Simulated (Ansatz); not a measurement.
Two G0W0 runs on Bi2Te2Se (R-3m).

```xyz
5
Lattice="2.1610 1.2476 10.5856 -2.1610 1.2476 10.5856 0.0000 -2.4953 10.5856" Properties=species:S:1:pos:R:3 pbc="T T T"
Bi    0.0000    0.0000   19.3169
Bi    0.0000    0.0000   12.4398
Te    0.0000    0.0000    6.9736
Te    0.0000    0.0000   24.7831
Se    0.0000    0.0000    0.0000
```

The cell and positions are those that the Materials Project relaxed with its own functionals (PBE, PBE+U or r2SCAN), kept fixed. Spin-orbit coupling is left out unless a run names it. PAW set soft_2, made with PBE.

The first (Ansatz 0.2.0; start LDA, 4×4×4 mesh, 167 empty bands, screening to 57 eV; 1 × NVIDIA H100 80GB HBM3 (shared by 6 runs) with 3 threads of AMD EPYC 7R13 (Zen 3), shared host) gave, on its mesh: starting gap 0.37 eV, G0W0 gap 0.64 eV, RPA ε∞ (mean) 28.13, 36 s.

The second gave: starting gap 0.37 eV, G0W0 gap 0.74 eV, RPA ε∞ (mean) 28.09, 1.8 min.

Question: What was changed in the input? Choose among start, files, mesh, bands and cutoff, frequency model or another key.

Changed: empty bands from 167 to 473 and screening cutoff (eV) from 57 to 114. The starting gap stayed, which rules out the functional and points to the GW step. Other changes could give like numbers; this is the one that was made.

Limits: not at the basis limit; model gap, bands may invert with spin-orbit coupling; mesh may overstate the screening; no spin-orbit coupling.

[Paths, hosts, dates, memory and timing lines, banners, echoed tables and standing remarks are left out of the program output.]

[Logs are printed without paths, hosts, clocks, repeated set-up lines and the standing remarks that a program may print on its own settings, such as how far it seeks lower states.]

[Runs of the session that timed out or met a known fault of the program may be left out.]

[Cells called generated may have been cut or substituted from an entry of the Crystallography Open Database or the Materials Project.]

[Hosts, paths, dates, database ids (printed as entryN), source tags and the programs' standing remarks are cut or masked in the printed files.]
